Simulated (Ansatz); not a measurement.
**ZrInSn in the AlB2 type: lattice stability ahead of a resistivity run**

The plan: relax ZrInSn in the AlB2 type, check its phonons, and, if the lattice is stable, compute its Eliashberg function and ρ(T).

Program: Ansatz 0.2.0. Level of theory: DFT PBE, scalar-relativistic, plane waves, PAW; PAW set soft_1. Results are calculated unless marked as measured.

The structure was built from a prototype and need not be the compound's stable phase.

**1. The structure**

It takes space group P-6m2 (No. 187, hexagonal). The conventional cell has a = 4.379 Å, b = 4.379 Å, c = 4.598 Å, α = 90.00°, β = 90.00°, γ = 120.00°. Nearest to Zr lie 6 In at 3.42 Å and 6 Sn at 3.42 Å. Nearest to Sn lie 3 In at 2.53 Å and 6 Zr at 3.42 Å. In has 3 Sn at 2.53 Å and 6 Zr at 3.42 Å nearest. Farther neighbours are not listed.

**2. Relaxation**

The structure is brought to rest under this functional.

Contents of input.yaml:

```yaml
crystal:
  lattice:
    - [4.37878, 0.0, 0.0]
    - [-2.18939, 3.79213, 0.0]
    - [0.0, 0.0, 4.59772]
  atoms:
    - { symbol: Zr, position: [0.0, 0.0, 0.0] }
    - { symbol: Sn, position: [0.33333333, 0.66666667, 0.5] }
    - { symbol: In, position: [0.66666667, 0.33333333, 0.5] }
kpoints:
  mp_grid: { grid: [9, 9, 6] }
hamiltonian:
  xc: pbe
  pseudopotentials: { kind: paw, azcp: { folder: soft_1 } }
scf:
  occupations: { method: gaussian, width: 0.1 }
output:
  forces: true
  stress: true
  eigenvalues: true
relax:
  adjacent_minimum: "off"
  f_tol: 0.005
  max_steps: 80
  cell: { stress_tol: 0.05 }
```

Run with:

```bash
ansatz run input.yaml --threads 4 --pin off --max-ram 12288MiB --backend cpu --events-out ev --progress --plain --runs-dir out
```

Numbers of over 12 decimals in the logs are rounded to 6 here.

What it wrote:

```text
Engine: ansatz 0.2.0, x86_64-unknown-linux-gnu
Pseudopotentials: kind: paw
Pseudopotential: Zr, paw, valence charge 12, recommended cutoff 420 eV (normal), soft_1/Zr.paw.azcp
Pseudopotential: Sn, paw, valence charge 14, recommended cutoff 420 eV (normal), soft_1/Sn.paw.azcp
Pseudopotential: In, paw, valence charge 13, recommended cutoff 420 eV (normal), soft_1/In.paw.azcp
Functional definition: PBE
  parameter kappa = 0.804
  parameter beta = 0.066725
  exchange = pbe_x(kappa = kappa, mu = beta*pi^2/3)
  correlation = pbe_c(beta = beta)
Crystal: 3 atoms, lattice volume = 76.345 Å³
Basis set: ecut = 420 eV, 1509 PW (Γ), exchange–correlation on 60×60×64 points (8 copies of the dense FFT grid, shifted against one another)
Bands: 24, of which v1, the nominal top of the filled ones, is band 20 counted from 1 (19 counted from 0)
Symmetry: 12 space group operations
Space group: P-6m2 (ITA 187), of the structure as read, at distance tolerance 4.2e-5 Å
k-points: 48 of 486 (time reversal used)
Non-local potential: Zr, projectors of the file, l = 0: 3, l = 1: 2, l = 2: 2, l = 3: 1
Non-local potential: Sn, projectors of the file, l = 0: 2, l = 1: 2, l = 2: 2, l = 3: 1
Non-local potential: In, projectors of the file, l = 0: 2, l = 1: 2, l = 2: 2, l = 3: 1
PAW form: soft (Blöchl's): semilocal exchange-correlation on the pseudo side does not see the compensation charge
PAW one-centre angular grid: Zr, 590 points (default); XC on 64 Gauss nodes
PAW one-centre angular grid: Sn, 590 points (default); XC on 64 Gauss nodes
PAW one-centre angular grid: In, 590 points (default); XC on 64 Gauss nodes
Initial density: superposition of atomic densities (chi_scale 0.1, normalization cell, long waves kept (reshape's long-wave potential 0.00 eV rms))
Initial wavefunctions: pseudopotential atomic-orbital guess
Functional: x = pbe(κ = 0.804, μ = 0.219515), c = pbe(β = 0.066725)
SCF iter   1: F=—  HF=-15804.790425 eV  |F-HF|=—  |Δ(HF+E_count)|=         —  Δρ=3.79e-2  dr2=2.57e0  ethr=3.10e-3  ⟨swp⟩=6.0  Hψ=5561  notcnv=0
preconditioner: auto → Kerker (q_TF=auto, 2.439 Å⁻¹)  [metal: Δε(μ)=0.025 eV  Ē_g=13.493 eV  σ=0.100 eV  W_gap=0.14  n_scr=20 (ndim 8)  ℏωp=23.7 eV  f_vac=0.000  D(μ)=3.71/eV (n_scr^D=28)]
SCF iter   2: F=—  HF=-15804.270925 eV  |F-HF|=—  |Δ(HF+E_count)|=   5.19e-1  Δρ=1.69e-2  dr2=3.02e-1  ethr=3.10e-3  ⟨swp⟩=3.3  Hψ=2481  notcnv=0  defer=2
SCF iter   3: F=—  HF=-15804.223225 eV  |F-HF|=—  |Δ(HF+E_count)|=   4.77e-2  Δρ=7.36e-3  dr2=4.42e-2  ethr=7.74e-4  ⟨swp⟩=2.1  Hψ=1575  notcnv=0  defer=2
SCF iter   4: F=—  HF=-15804.214521 eV  |F-HF|=—  |Δ(HF+E_count)|=   8.70e-3  Δρ=9.23e-4  dr2=8.71e-4  ethr=1.13e-4  ⟨swp⟩=3.0  Hψ=2101  notcnv=0  defer=2
SCF iter   5: F=—  HF=-15804.214513 eV  |F-HF|=—  |Δ(HF+E_count)|=   8.03e-6  Δρ=2.84e-4  dr2=9.64e-5  ethr=2.23e-6  ⟨swp⟩=2.0  Hψ=2026  notcnv=0  defer=2
SCF iter   6: F=—  HF=-15804.214487 eV  |F-HF|=—  |Δ(HF+E_count)|=   2.62e-5  Δρ=9.16e-5  dr2=1.43e-5  ethr=2.47e-7  ⟨swp⟩=2.0  Hψ=1582  notcnv=0  defer=2
SCF iter   7: F=—  HF=-15804.214485 eV  |F-HF|=—  |Δ(HF+E_count)|=   2.31e-6  Δρ=2.74e-5  dr2=8.76e-7  ethr=3.67e-8  ⟨swp⟩=2.0  Hψ=1822  notcnv=0  defer=2
SCF iter   8: F=-15804.214485 eV  HF=-15804.214485 eV  |F-HF|=9.58e-9  |Δ(HF+E_count)|=   1.20e-7  Δρ=7.98e-6  dr2=4.66e-8  ethr=2.56e-10  ⟨swp⟩=7.0  Hψ=5567  notcnv=0
SCF 1 converged in 8 iterations: F = -15804.214485 eV  dr2 = 4.66e-8
  greatest PAW one-centre occupation: 0.996 electrons in one spin orbital (limit 2), on the Zr atom at site 0 (counted from 0), in its partial waves of l = 0
relax step   1: F+E_penalty+E_count = -15804.21448470 eV  Δ(F+E_penalty+E_count) = +0.000e0 eV  max|allowed force component| = 1.442e-16 eV/Å  Δτ_max = 0.0000 Å  P = +4.819 GPa  Ω = 76.345 Å³  (8 SCF iters, dr2 threshold 1.00e-7 eV, accepted)
Crystal: 3 atoms, lattice volume = 78.221 Å³
Basis set: ecut = 420 eV, 1533 PW (Γ), exchange–correlation on 60×60×64 points (8 copies of the dense FFT grid, shifted against one another)
Initial density: handed on by an earlier stage of this run
Initial wavefunctions: those handed on with the density
iter 1 solved again at ethr=4.80e-5 eV; its pass at ethr=3.10e-3 eV (dr2=1.87e-2 eV) is discarded
SCF iter   1: F=—  HF=-15804.840409 eV  |F-HF|=—  |Δ(HF+E_count)|=         —  Δρ=4.40e-3  dr2=1.89e-2  ethr=4.80e-5  ⟨swp⟩=1.2  Hψ=7351  notcnv=0
preconditioner: auto → Kerker (q_TF=auto, 2.429 Å⁻¹)  [metal: Δε(μ)=0.011 eV  Ē_g=14.699 eV  σ=0.100 eV  W_gap=0.06  n_scr=20 (ndim 8)  ℏωp=23.4 eV  f_vac=0.000  D(μ)=3.55/eV (n_scr^D=26)]
SCF iter   2: F=—  HF=-15804.838488 eV  |F-HF|=—  |Δ(HF+E_count)|=   1.92e-3  Δρ=2.67e-3  dr2=7.34e-3  ethr=4.80e-5  ⟨swp⟩=1.1  Hψ=1162  notcnv=0
SCF iter   3: F=—  HF=-15804.837315 eV  |F-HF|=—  |Δ(HF+E_count)|=   1.17e-3  Δρ=6.15e-4  dr2=7.06e-4  ethr=1.88e-5  ⟨swp⟩=2.0  Hψ=1323  notcnv=0
SCF iter   4: F=—  HF=-15804.837140 eV  |F-HF|=—  |Δ(HF+E_count)|=   1.74e-4  Δρ=2.29e-4  dr2=5.39e-5  ethr=1.81e-6  ⟨swp⟩=2.0  Hψ=1437  notcnv=0
SCF iter   5: F=—  HF=-15804.837141 eV  |F-HF|=—  |Δ(HF+E_count)|=   4.45e-7  Δρ=5.47e-5  dr2=2.99e-6  ethr=1.38e-7  ⟨swp⟩=2.2  Hψ=1887  notcnv=0
SCF iter   6: F=-15804.837141 eV  HF=-15804.837141 eV  |F-HF|=5.72e-8  |Δ(HF+E_count)|=   1.61e-7  Δρ=1.74e-5  dr2=2.70e-7  ethr=7.69e-10  ⟨swp⟩=4.9  Hψ=5887  notcnv=0
SCF 2 converged in 6 iterations: F = -15804.837141 eV  dr2 = 2.70e-7
relax step   2: F+E_penalty+E_count = -15804.83714057 eV  Δ(F+E_penalty+E_count) = -6.227e-1 eV  max|allowed force component| = 4.472e-17 eV/Å  Δτ_max = 0.0000 Å  P = -0.151 GPa  Ω = 78.221 Å³  energy of the carried Pulay correction = -1.803e-4 eV  (6 SCF iters, dr2 threshold 3.00e-7 eV, accepted)
Crystal: 3 atoms, lattice volume = 76.363 Å³
Basis set: ecut = 420 eV, 1507 PW (Γ), exchange–correlation on 60×60×64 points (8 copies of the dense FFT grid, shifted against one another)
iter 1 solved again at ethr=3.56e-5 eV; its pass at ethr=3.10e-3 eV (dr2=1.39e-2 eV) is discarded
SCF iter   1: F=—  HF=-15805.175688 eV  |F-HF|=—  |Δ(HF+E_count)|=         —  Δρ=2.97e-3  dr2=1.43e-2  ethr=3.56e-5  ⟨swp⟩=1.7  Hψ=7081  notcnv=0
preconditioner: auto → Kerker (q_TF=auto, 2.439 Å⁻¹)  [metal: Δε(μ)=0.027 eV  Ē_g=14.637 eV  σ=0.100 eV  W_gap=0.15  n_scr=20 (ndim 8)  ℏωp=23.7 eV  f_vac=0.000  D(μ)=2.85/eV (n_scr^D=20)]
SCF iter   2: F=—  HF=-15805.173452 eV  |F-HF|=—  |Δ(HF+E_count)|=   2.24e-3  Δρ=1.83e-3  dr2=5.45e-3  ethr=3.56e-5  ⟨swp⟩=1.2  Hψ=1164  notcnv=0
SCF iter   3: F=—  HF=-15805.171905 eV  |F-HF|=—  |Δ(HF+E_count)|=   1.55e-3  Δρ=4.08e-4  dr2=3.08e-4  ethr=1.40e-5  ⟨swp⟩=2.0  Hψ=1365  notcnv=0
[...]
relax step   3: F+E_penalty+E_count = -15805.17182428 eV  Δ(F+E_penalty+E_count) = -3.347e-1 eV  max|allowed force component| = 5.146e-17 eV/Å  Δτ_max = 0.0000 Å  P = -0.328 GPa  Ω = 76.363 Å³  energy of the carried Pulay correction = -1.579e-5 eV  (6 SCF iters, dr2 threshold 3.00e-7 eV, accepted)
[... from here on, the SCF cycles and remarks between the steps are left out ...]
relax step   4: F+E_penalty+E_count = -15805.42915391 eV  Δ(F+E_penalty+E_count) = -2.573e-1 eV  max|allowed force component| = 2.207e-17 eV/Å  Δτ_max = 0.0000 Å  P = -0.071 GPa  Ω = 74.299 Å³  energy of the carried Pulay correction = +1.762e-4 eV  (6 SCF iters, dr2 threshold 3.00e-7 eV, accepted)
relax step   5: F+E_penalty+E_count = -15805.59338635 eV  Δ(F+E_penalty+E_count) = -1.642e-1 eV  max|allowed force component| = 1.465e-17 eV/Å  Δτ_max = 0.0000 Å  P = +0.535 GPa  Ω = 72.167 Å³  energy of the carried Pulay correction = +3.845e-4 eV  (7 SCF iters, dr2 threshold 3.00e-7 eV, accepted)
relax step   6: F+E_penalty+E_count = -15805.82944499 eV  Δ(F+E_penalty+E_count) = -2.361e-1 eV  max|allowed force component| = 1.715e-16 eV/Å  Δτ_max = 0.0000 Å  P = +1.346 GPa  Ω = 70.321 Å³  energy of the carried Pulay correction = +5.727e-4 eV  (6 SCF iters, dr2 threshold 3.00e-7 eV, accepted)
relax step   7: F+E_penalty+E_count = -15806.09406683 eV  Δ(F+E_penalty+E_count) = -2.646e-1 eV  max|allowed force component| = 7.055e-17 eV/Å  Δτ_max = 0.0000 Å  P = +2.097 GPa  Ω = 68.392 Å³  energy of the carried Pulay correction = +7.789e-4 eV  (7 SCF iters, dr2 threshold 3.00e-7 eV, accepted)
relax step   8: F+E_penalty+E_count = -15806.29555260 eV  Δ(F+E_penalty+E_count) = -2.015e-1 eV  max|allowed force component| = 6.399e-17 eV/Å  Δτ_max = 0.0000 Å  P = +3.719 GPa  Ω = 66.862 Å³  energy of the carried Pulay correction = +9.480e-4 eV  (7 SCF iters, dr2 threshold 3.00e-7 eV, accepted)
relax step   9: F+E_penalty+E_count = -15806.31021682 eV  Δ(F+E_penalty+E_count) = -1.466e-2 eV  max|allowed force component| = 6.168e-17 eV/Å  Δτ_max = 0.0000 Å  P = -3.088 GPa  Ω = 72.760 Å³  energy of the carried Pulay correction = +3.011e-4 eV  (6 SCF iters, dr2 threshold 3.00e-7 eV, accepted)
relax step  10: F+E_penalty+E_count = -15806.34257443 eV  Δ(F+E_penalty+E_count) = -3.236e-2 eV  max|allowed force component| = 1.041e-16 eV/Å  Δτ_max = 0.0000 Å  P = -0.180 GPa  Ω = 69.994 Å³  energy of the carried Pulay correction = +5.927e-4 eV  (6 SCF iters, dr2 threshold 3.00e-7 eV, accepted)
relax step  11: F+E_penalty+E_count = -15806.34290830 eV  Δ(F+E_penalty+E_count) = -3.339e-4 eV  max|allowed force component| = 2.910e-16 eV/Å  Δτ_max = 0.0000 Å  P = -0.020 GPa  Ω = 69.838 Å³  energy of the carried Pulay correction = +6.099e-4 eV  (4 SCF iters, dr2 threshold 2.91e-7 eV, accepted)
relax step  12: F+E_penalty+E_count = -15806.35494403 eV  Δ(F+E_penalty+E_count) = -1.204e-2 eV  max|allowed force component| = 2.868e-16 eV/Å  Δτ_max = 0.0000 Å  P = +0.341 GPa  Ω = 69.838 Å³  stress off target by 5.33e-1 GPa  SCF on the basis re-selected at this cell (its energy is not comparable with the rows above)  (7 SCF iters)
relax step  13: F+E_penalty+E_count = -15806.35562503 eV  Δ(F+E_penalty+E_count) = -6.810e-4 eV  max|allowed force component| = 2.298e-16 eV/Å  Δτ_max = 0.0000 Å  P = +0.050 GPa  Ω = 70.138 Å³  energy of the carried Pulay correction = -3.103e-5 eV  (4 SCF iters, dr2 threshold 3.00e-7 eV, accepted)
relax step  14: F+E_penalty+E_count = -15806.35563063 eV  Δ(F+E_penalty+E_count) = -5.602e-6 eV  max|allowed force component| = 3.076e-16 eV/Å  Δτ_max = 0.0000 Å  P = -0.020 GPa  Ω = 70.209 Å³  energy of the carried Pulay correction = -3.833e-5 eV  (4 SCF iters, dr2 threshold 1.40e-8 eV, accepted)
iter 1 solved again at ethr=1.06e-8 eV; its pass at ethr=3.10e-3 eV (dr2=4.15e-6 eV) is discarded
SCF iter   1: F=—  HF=-15806.355684 eV  |F-HF|=—  |Δ(HF+E_count)|=         —  Δρ=2.01e-5  dr2=2.24e-8  ethr=1.06e-8  ⟨swp⟩=4.1  Hψ=9546  notcnv=0
preconditioner: auto → Kerker (q_TF=auto, 2.474 Å⁻¹)  [metal: Δε(μ)=0.031 eV  Ē_g=14.840 eV  σ=0.100 eV  W_gap=0.17  n_scr=14 (ndim 8)  ℏωp=24.7 eV  f_vac=0.000  D(μ)=3.80/eV (n_scr^D=32)]
SCF iter   2: F=—  HF=-15806.355669 eV  |F-HF|=—  |Δ(HF+E_count)|=   1.48e-5  Δρ=1.01e-5  dr2=7.80e-9  ethr=5.75e-11  ⟨swp⟩=2.2  Hψ=1930  notcnv=0
SCF iter   3: F=—  HF=-15806.355669 eV  |F-HF|=—  |Δ(HF+E_count)|=   2.63e-7  Δρ=1.96e-6  dr2=1.42e-9  ethr=2.00e-11  ⟨swp⟩=2.0  Hψ=1672  notcnv=0
SCF iter   4: F=—  HF=-15806.355669 eV  |F-HF|=—  |Δ(HF+E_count)|=   6.40e-9  Δρ=4.08e-7  dr2=4.85e-11  ethr=3.65e-12  ⟨swp⟩=2.1  Hψ=1495  notcnv=0
SCF iter   5: F=-15806.355669 eV  HF=-15806.355669 eV  |F-HF|=1.82e-12  |Δ(HF+E_count)|=  3.71e-10  Δρ=5.33e-8  dr2=1.32e-12  ethr=1.00e-12  ⟨swp⟩=6.1  Hψ=5020  notcnv=0
SCF 15 converged in 5 iterations: F = -15806.355669 eV  dr2 = 1.32e-12
relax step  15: F+E_penalty+E_count = -15806.35566926 eV  Δ(F+E_penalty+E_count) = -3.863e-5 eV  max|allowed force component| = 2.961e-16 eV/Å  Δτ_max = 0.0000 Å  P = -0.020 GPa  Ω = 70.209 Å³  stress off target by 2.27e-2 GPa  SCF on the basis re-selected at this cell (its energy is not comparable with the rows above)  (5 SCF iters)
basis re-selected at this cell: Δ(F+E_penalty+E_count) = -3.863e-5 eV, ΔP = +0.000 GPa vs the last step (what re-selecting the basis moved, of the pressure what is left beyond the Pulay correction that the steps carried, after the strain that the cell walked since its last selection, with what the two solves' SCF thresholds leave and, on support functions, any second-order correction that the steps lacked; it is no m [...]
SCF converged after 5 iterations
Free energy (F): -15806.355669 eV
Harris-Foulkes:  -15806.355669 eV  (|F-HF|=1.82e-12)
Internal energy: -15806.336688 eV  (E = F + TS)
E sigma→0 (E₀):  -15806.346178 eV
Entropy (-TS):   -0.018982 eV (-6.327 meV/atom)
Fermi energy:    13.074636 eV
--- Per-component energies (eV) ---
  E_band       = -150.652927
  E_kinetic    = 703.262926
  E_local      = -2456.434069  (includes V_loc(G=0)·N_el)
  E_nonlocal   = 546.564838
  E_hartree    = 1052.377854
  E_xc         = -424.123948
  E_vxc        = -353.434557  (∫ρ·V_xc dr)
  E_paw        = -11542.779290  (= ΣΔE_a)
  E_vpaw       = -695.368183  (= ΣTr[D̂ρ^β])
  E_aug_tail   = 0.000408  (compensation charges beyond the density's cutoff)
  E_ewald      = -3685.205406
  E_smearing   = -0.018982  (= −TS)
  E_closure    = 0.000000  (closes the sum)
  Σ components = -15806.355669   (vs F -15806.355669, Δ=0.00e0)
--- Forces (eV/Å), atoms counted from 1 ---
  atom   1  Zr     0.00000000     0.00000000     0.00000000
  atom   2  Sn     0.00000000     0.00000000     0.00000000
  atom   3  In     0.00000000    -0.00000000    -0.00000000
  max |Σ_I F_I| component: 1.11e-16 eV/Å
--- Stress (GPa, compression-positive) ---
       -0.022742       0.000000       0.000000
        0.000000      -0.022742       0.000000
        0.000000       0.000000      -0.015063
  P = ⅓ Tr σ = -0.0202 GPa (-0.202 kbar)
--- Band table (eV; the first three rows and the last of 48) ---
  k-point 0: bands = [... 16 lower, 9.6031, 9.6031, 11.5596, 13.4498, 13.4498, 16.2147, 16.2147, 17.0197]
  k-point 1: bands = [... 16 lower, 10.0942, 10.0942, 12.3626, 12.9626, 12.9626, 15.6336, 16.5187, 16.5187]
  k-point 2: bands = [... 16 lower, 10.9498, 11.4409, 11.4409, 12.1017, 12.1017, 15.6640, 15.6640, 15.8523]
  k-point 47: bands = [... 16 lower, 9.5578, 10.7666, 11.4043, 13.5234, 13.5956, 14.2479, 14.8990, 14.9813]
--- Relaxed structure (13 steps of the walk, 13 accepted, 2 SCFs on fresh bases) ---
  F+E_penalty+E_count = -15806.35566926 eV   max|allowed force component| = 2.961e-16 eV/Å   (the final SCF, on the basis selected at the relaxed cell)
  cell:  # Å, volume = 70.2086 Å³
    - [5.178588, 0, 0]
    - [-2.589294, 4.484789, -1.1216122737880341e-17]
    - [0, -1.3598837528664187e-17, 3.022994]
  atoms:
    - { symbol: Zr, position: [0, 0, 0] }
    - { symbol: Sn, position: [0.333333, 0.666667, 0.5] }
    - { symbol: In, position: [0.666667, 0.333333, 0.5] }
```

Wall time 56 s (4 threads of Intel Xeon Platinum 8375C at 2.90GHz (Ice Lake), shared host); peak memory 0.56 GiB.

Relaxation path:

| step | energy less that of the first step (eV) | largest force component (eV/Å) | pressure (GPa) | volume (Å³) |
| --- | --- | --- | --- | --- |
| 1 | 0.0000 | 0.0000 | 4.82 | 76.34 |
| 2 | -0.6227 | 0.0000 | -0.15 | 78.22 |
| 3 | -0.9573 | 0.0000 | -0.33 | 76.36 |
| 4 | -1.2147 | 0.0000 | -0.07 | 74.30 |
| 5 | -1.3789 | 0.0000 | 0.53 | 72.17 |
| 6 | -1.6150 | 0.0000 | 1.35 | 70.32 |
| 7 | -1.8796 | 0.0000 | 2.10 | 68.39 |
| 8 | -2.0811 | 0.0000 | 3.72 | 66.86 |
| 9 | -2.0957 | 0.0000 | -3.09 | 72.76 |
| 10 | -2.1281 | 0.0000 | -0.18 | 69.99 |
| 11 | -2.1284 | 0.0000 | -0.02 | 69.84 |
| 12* | -2.1405 | 0.0000 | 0.34 | 69.84 |
| 13 | -2.1411 | 0.0000 | 0.05 | 70.14 |
| 14 | -2.1411 | 0.0000 | -0.02 | 70.21 |
| 15* | -2.1412 | 0.0000 | -0.02 | 70.21 |

Relaxation steps marked * repeat the geometry before them on a plane-wave basis chosen anew for their cell, so energy and pressure can jump there.

Forces are held to the 12 operations that the run works with; a distortion that breaks them can't arise in this run.

| cell as run | before | after | change |
| --- | --- | --- | --- |
| a (Å) | 4.379 | 5.179 | +18.3 % |
| b (Å) | 4.379 | 5.179 | +18.3 % |
| c (Å) | 4.598 | 3.023 | -34.3 % |
| volume (Å³/atom) | 25.45 | 23.40 | -8.0 % |

The relaxed structure:

```
Zr Sn In
1.0
     5.17859    0.00000    0.00000
    -2.58929    4.48479    0.00000
     0.00000    0.00000    3.02299
Zr Sn In
1 1 1
Direct
  0.00000 0.00000 0.00000
  0.33333 0.66667 0.50000
  0.66667 0.33333 0.50000
```

This step gave:

```
pressure          : -0.02018 GPa
volume per atom   : 23.40 Å³/atom
metallic on mesh  : yes
gap on the k-mesh : 0 eV
```

The largest force is now zero by symmetry and the largest stress component 0.023 GPa.

**3. Relaxation**

The relaxation is repeated from the new cell as a check.

input.yaml, the sections that differ from step 2:

```yaml
crystal:
  lattice:
    - [5.178587815, 0.0, 0.0]
    - [-2.5892939075, 4.4847886035, 0.0]
    - [0.0, 0.0, 3.0229935938]
  atoms:
    - { symbol: Zr, position: [0.0, 0.0, 0.0] }
    - { symbol: Sn, position: [0.3333333333, 0.6666666667, 0.5] }
    - { symbol: In, position: [0.6666666667, 0.3333333333, 0.5] }
kpoints:
  mp_grid: { grid: [9, 9, 10] }
# hamiltonian, scf, output, relax: as in step 2
```

What it wrote:

```text
[the first part of the log is left out]
  E_vxc        = -353.465506  (∫ρ·V_xc dr)
  E_paw        = -11543.054951  (= ΣΔE_a)
  E_vpaw       = -695.786366  (= ΣTr[D̂ρ^β])
  E_aug_tail   = 0.000410  (compensation charges beyond the density's cutoff)
  E_ewald      = -3693.336979
  E_smearing   = -0.011869  (= −TS)
  E_closure    = -0.000000  (closes the sum)
  Σ components = -15806.339153   (vs F -15806.339153, Δ=0.00e0)
[...]
--- Stress (GPa, compression-positive) ---
       -0.006231       0.000000      -0.000000
        0.000000      -0.006231       0.000000
       -0.000000       0.000000       0.001798
  P = ⅓ Tr σ = -0.0036 GPa (-0.036 kbar)
--- Band table (eV; the first three rows and the last of 72) ---
[...]
--- Relaxed structure (3 steps of the walk, 3 accepted, 1 SCFs on fresh bases) ---
[...]
cell:  # Å, volume = 69.7483 Å³
    - [5.162940, 0, 0]
    - [-2.581470, 4.471237, -2.9438704791369667e-19]
    - [0, -1.984330229622065e-19, 3.021404]
  atoms:
    - { symbol: Zr, position: [0, 0, 0] }
    - { symbol: Sn, position: [0.333333, 0.666667, 0.5] }
    - { symbol: In, position: [0.666667, 0.333333, 0.5] }
```

The job ended after 16 s (4 threads; peak memory 0.57 GiB; 62 s of CPU time).

The steps of the relaxation:

```csv
step,energy less that of the first step (eV),largest force component (eV/Å),pressure (GPa),volume (Å³)
1,0.0000,0.0000,-0.48,70.21
2,-0.0005,0.0000,0.39,69.41
3,-0.0008,0.0000,0.00,69.75
4,-0.0008,0.0000,0.00,69.75
```

The log counts 1 steps on a newly chosen plane-wave basis, not all of them marked here; energy and pressure can jump at such steps.

| conventional cell, symmetrised | before | after | change |
| --- | --- | --- | --- |
| a (Å) | 5.179 | 5.163 | -0.3 % |
| b (Å) | 5.179 | 5.163 | -0.3 % |
| c (Å) | 3.023 | 3.021 | -0.1 % |
| volume (Å³/atom) | 23.40 | 23.25 | -0.7 % |

The relaxed structure:

```
Zr Sn In
1.0
     5.16294    0.00000    0.00000
    -2.58147    4.47124    0.00000
     0.00000    0.00000    3.02140
Zr Sn In
1 1 1
Direct
  0.00000 0.00000 0.00000
  0.33333 0.66667 0.50000
  0.66667 0.33333 0.50000
```

This step gave:

* pressure: -0.003555 GPa
* volume per atom: 23.25 Å³/atom

The largest force is now zero by symmetry and the largest stress component 0.0062 GPa.

(Part 1 of 3 ends here.)

[Logs are printed without paths, hosts, clocks, repeated set-up lines and the standing remarks that a program may print on its own settings, such as how far it seeks lower states.]

[Hosts, paths, dates, database ids (printed as entryN), source tags and the programs' standing remarks are cut or masked in the printed files.]
